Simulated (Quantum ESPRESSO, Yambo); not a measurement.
# CdF2 (Fm-3m): G0W0 with and without spin-orbit coupling, part 2 of 2

Wanted: the effect of spin-orbit coupling on the quasiparticle gap of CdF2 (Fm-3m).

Quantum ESPRESSO 7.5 and Yambo 5.3.0; PBE and many-body steps on it, plane waves. Known limits of the many-body steps: not at the basis limit; d shell near the gap, gap tends to lie low; no spin-orbit coupling in some runs; coarse k mesh.

So far. Step 4 (Scalar-relativistic): The gap on the mesh goes from 3.12 eV to 5.30 eV, a correction of +2.18 eV. Step 5 (Empty states on the mesh, 4×4×4 mesh, 238 bands): On this mesh the gap is 3.120 eV.

### 6. Conversion and set-up

This step: Yambo 5.3.0; conversion and set-up on PBE with spin-orbit coupling, plane waves, norm-conserving pseudopotentials.

Launch:

```bash
(cd o/x.save; p2y > p2y.log; mv SAVE ../..); yambo > setup.log
```

The program printed:

```text
 Yambo, version 5.3.0

 [02] CORE Variables Setup
 =========================

  [02.01] Unit cells
  ==================

  Cell kind             :  FCC
  Atoms in the cell     :  Cd  F
  number of Cd atoms    :  1
  number of F  atoms    :  2

  List of atomic masses
  Mass of Cd    :  112.4100
  Mass of F     :  18.99800

  List of atomic coordinates    : [cc]
  Cd1       :  0.000000  0.000000  0.000000  order 1
  F1       :  2.545461  2.545461  2.545461  order 2
  F2       :  7.636383  7.636383  7.636383  order 3

  Alat factors          :  5.090922  5.090922  5.090922 [a.u.]
[...]
==========================================

 IBZ Q-points                                      :   8
 BZ  Q-points                                      :   64

 K/Q-points units:
 rlu = crystal or reduced units; cc = cartesian coordinates; iku = interal k-units

 Q [1]          [rlu]:  0.000000  0.000000  0.000000
 Q [2]          [rlu]:  0.14198E-16 -0.27435E-16  0.25000
 Q [3]          [rlu]: -0.28396E-16  0.54870E-16 -0.50000
[...]
Q [7]          [rlu]: -0.13177E-16 -0.50000     -0.50000
 Q [8]          [rlu]:  0.250000 -0.500000 -0.250000

  [03.01] X indexes
  =================

   [03.01.01] Sigma indexes
   ========================

 [06] Game Over & Game summary
```

Wall time 4.4 s (1 MPI rank of Intel Xeon Platinum 8259CL at 2.50GHz (Skylake/Cascade Lake), shared host); peak memory 0.25 GiB.

### 7. With spin-orbit coupling

This step: G0W0 on PBE with spin-orbit coupling, plane waves, norm-conserving pseudopotentials.

Contents of gw4.in:

```
HF_and_locXC
gw0
dyson
ppa
em1d
rim_cut
RandQpts= 1000000
RandGvec= 1 RL
EXXRLvcs= 94 Ry
VXCRLvcs= 376 Ry
Chimod= "HARTREE"
% BndsRnXp
 1 | 238 |
%
NGsBlkXp= 10.5 Ry
% LongDrXp
 1 | 1 | 1 |
%
% GbndRnge
 1 | 238 |
%
DysSolver= "n"
ExtendOut
PPAPntXp= 27.21138 eV
% QPkrange
 8 | 8 | 31 | 38 |
 1 | 1 | 31 | 38 |
%
```

Launch:

```bash
OMP_NUM_THREADS=1 mpirun -n 4 yambo -F gw4.in -J gw4 -C gw4 > gw4.log
```

The program printed:

```text
 Yambo, version 5.3.0

 [02] CORE Variables Setup
 =========================

  [... cell, symmetries and grids as in the set-up ...]

  [02.05] Energies & Occupations
  ==============================

  [X] === General ===
  [X] Electronic Temperature                        :  0.000000  0.000000 [eV K]
  [X] Bosonic    Temperature                        :  0.000000  0.000000 [eV K]
  [X] Finite Temperature mode                       : no
  [X] El. density                                   :  0.86947E+24 [cm-3]
  [X] Fermi Level                                   :  6.541726 [eV]

  [X] === Gaps and Widths ===
  [X] Conduction Band Min                           :  3.120445 [eV]
  [X] Valence Band Max                              :  0.000000 [eV]
  [X] Filled Bands                                  :   34
  [X] Empty Bands                                   :   35  238
  [X] Direct Gap                                    :  3.534507 [eV]
  [X] Direct Gap localized at k                     :  1
  [X] Indirect Gap                                  :  3.120445 [eV]
  [X] Indirect Gap between kpts                     :   8   1
  [X] Last valence band width                       :  0.414062 [eV]
  [X] 1st conduction band width                     :  4.979286 [eV]

 [03] Transferred momenta grid and indexing
 ==========================================

 IBZ Q-points                                      :   8
 BZ  Q-points                                      :   64

 K/Q-points units:
 rlu = crystal or reduced units; cc = cartesian coordinates; iku = interal k-units

 Q [1]          [rlu]:  0.000000  0.000000  0.000000
 Q [2]          [rlu]:  0.14198E-16 -0.27435E-16  0.25000
 Q [3]          [rlu]: -0.28396E-16  0.54870E-16 -0.50000
[...]
[Hartree-Fock] El. density                        :  0.86947E+24 [cm-3]
  [Hartree-Fock] Fermi Level                        :  6.541726 [eV]

  [Hartree-Fock] === Gaps and Widths ===
  [Hartree-Fock] Conduction Band Min                :  4.986517 [eV]
  [Hartree-Fock] Valence Band Max                   : -0.049727 [eV]
  [Hartree-Fock] Filled Bands                       :   34
  [Hartree-Fock] Empty Bands                        :   35  238
  [Hartree-Fock] Direct Gap                         :  5.380095 [eV]
  [Hartree-Fock] Direct Gap localized at k          :  2
  [Hartree-Fock] Indirect Gap                       :  5.036243 [eV]
  [Hartree-Fock] Indirect Gap between kpts          :   7   2
  [Hartree-Fock] Last valence band width            :  7.648671 [eV]
  [Hartree-Fock] 1st conduction band width          :  9.102001 [eV]

 [08] Dyson equation: Newton solver
 ==================================

  [08.01] G0W0 (W PPA)
  ====================

  [  GW  ] Bands range     :    1  238
  [GW/PPA] G damping       :  0.100000 [eV]

  QP @ state[ 1 ] K range:  1  1
  QP @ state[ 1 ] b range:   31   38
  QP @ state[ 2 ] K range:   8   8
  QP @ state[ 2 ] b range:   31   38

   Sc/G bands                                       :    1  238
   Sc/G damping                                     :  0.100000 ev
   Sc bands terminator                              : no
   Sx RL components                                 :   4111

   QP @ state[ 1 ] K range                          :  1  1
   QP @ state[ 1 ] b range                          :   31   38
   QP @ state[ 2 ] K range                          :   8   8
   QP @ state[ 2 ] b range                          :   31   38
   GF energies kind                                 : Perdew, Burke & Ernzerhof(X)+Perdew, Burke & Ernzerhof(C)
   GF WF`s kind                                     : Perdew, Burke & Ernzerhof(X)+Perdew, Burke & Ernzerhof(C)
   Xs energies kind                                 : Perdew, Burke & Ernzerhof(X)+Perdew, Burke & Ernzerhof(C)
   Xs WF`s kind                                     : Perdew, Burke & Ernzerhof(X)+Perdew, Burke & Ernzerhof(C)

 [11] Game Over & Game summary
```

Run time: 13 min. Hardware: 4 MPI ranks; peak memory 3.4 GiB; 54 min of CPU time.

Numbers from this step:

```yaml
g0w0_gap_on_the_points_computed: 5.296 eV
starting_gap_on_the_mesh: 3.120 eV
k_of_the_valence_top: 0.25, -0.5, -0.25
k_of_the_conduction_bottom: 0, 0, 0
least_direct_g0w0_gap_on_the_computed_points: 5.983 eV
z_at_the_valence_top: 0.7978
z_at_the_conduction_bottom: 0.8702
```

Against G0W0 in Yambo (4×4×4 mesh, 119 bands, screening to 142.9 eV, Godby-Needs plasmon pole), the gap moves by −0.006 eV.

### 8. The runs together

Times are wall times on 4 MPI ranks of Intel Xeon Platinum 8259CL at 2.50GHz (Skylake/Cascade Lake), shared host, good to a factor of about two.

```csv
run,mesh,bands,screening cutoff (eV),DFT gap (eV),gap on the mesh (eV),direct (eV),time
scalar-relativistic,4×4×4,119,142.9,3.124,5.302,6.060,2.9 min
with spin-orbit coupling,4×4×4,238,142.9,3.120,5.296,5.983,13 min
```

### 9. Results

| Item | Value |
| --- | --- |
| scalar-relativistic | 5.302 eV |
| with spin-orbit coupling | 5.296 eV |
| known limits | not at the basis limit; d shell near the gap, gap tends to lie low; no spin-orbit coupling in some runs; coarse k mesh |

With spin-orbit coupling: −0.006 eV against scalar-relativistic. Bands and cutoff are finite, so the gap is not at the basis limit. The miss can reach some tenths of an eV and take either sign; the mesh is an error of its own. In the G0W0 runs levels were corrected at 2 k points alone, so a gap called «on the mesh» is the least over those, and an edge elsewhere would be missed. The 4×4×4 mesh is coarse for this cell, which bears on the long-range parts of exchange and screening. A d shell, filled or nearly so, lies near the gap. One-shot GW converges very slowly in bands there, not always from below, and on a semilocal start the gap tends to come out low; starts rich in exact exchange can overshoot instead.

[Paths, hosts, dates, memory and timing lines, banners, echoed tables and standing remarks are left out of the program output.]

[Logs are printed without paths, hosts, clocks, repeated set-up lines and the standing remarks that a program may print on its own settings, such as how far it seeks lower states.]

[Runs of the session that timed out or met a known fault of the program may be left out.]

[Hosts, paths, dates, database ids (printed as entryN), source tags and the programs' standing remarks are cut or masked in the printed files.]
